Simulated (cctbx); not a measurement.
# Absolute structure of Rb3VCr3

Space group P2_13 (no. 198), a = 10.4190 Å, b = 10.4190 Å, c = 10.4190 Å, α = 90.00°, β = 90.00°, γ = 90.00°.

```
atom  mult.       x       y       z  Ueq (Å²)
 Rb1      4  0.8187  0.6813  0.3187    0.0062
 Rb2      4  0.6686  0.6686  0.6686    0.0073
 Rb3      4  0.4098  0.4098  0.4098    0.0075
 Cr1     12  0.7613  0.3822  0.4961    0.0078
  V1      4  0.5381  0.0381  0.4619    0.0101
```

The model is made up (kin elements in a known structure type, no relaxation), so it says nothing on whether the phase exists.

Data sets are simulated with cctbx and refined with Bijvoet mates kept apart; Flack x is then fitted as the share of an inverted twin with the atoms fixed, Hooft y from the Bijvoet differences. The group has rotations alone, so the crystal has a hand.

Untwinned crystal. What Flack and Hooft values should come out?

```csv
λ (Å),extinction (unmodelled),d min (Å),top counts,error (%),model,R1,Flack x,s.u.,Hooft y,s.u.,pairs
0.71073,0.3,0.77,5000,6,as given,0.0156,0.017,0.01,0.001,0.009,369
0.71073,0.3,0.77,5000,6,inverted,0.0568,0.983,0.01,1.012,0.009,369
1.54184,0,0.83,40000,1.5,as given,0.0036,0.001,0.002,-0.001,0.002,291
```

With Mo Kα, x is within 3 s.u. of 0, so the hand is right. With Cu Kα, x is within 3 s.u. of 0, so the hand is right. Inverting the model turns x into about 1 − x.

A further crystal gives:

| λ (Å) | extinction (unmodelled) | d min (Å) | top counts | error (%) | model | R1 | Flack x | s.u. | Hooft y | s.u. | pairs |
| --- | --- | --- | --- | --- | --- | --- | --- | --- | --- | --- | --- |
| 0.71073 | 0 | 0.77 | 40000 | 3 | as given | 0.0438 | 0.806 | 0.004 | 0.807 | 0.003 | 369 |

**Question.** What is it?

It was simulated as an inversion twin with a fraction 0.8 of the inverted domain. Flack x is over 3 s.u. from both 0 and 1 and reads that fraction.

[Logs are printed without paths, hosts, clocks, repeated set-up lines and the standing remarks that a program may print on its own settings, such as how far it seeks lower states.]
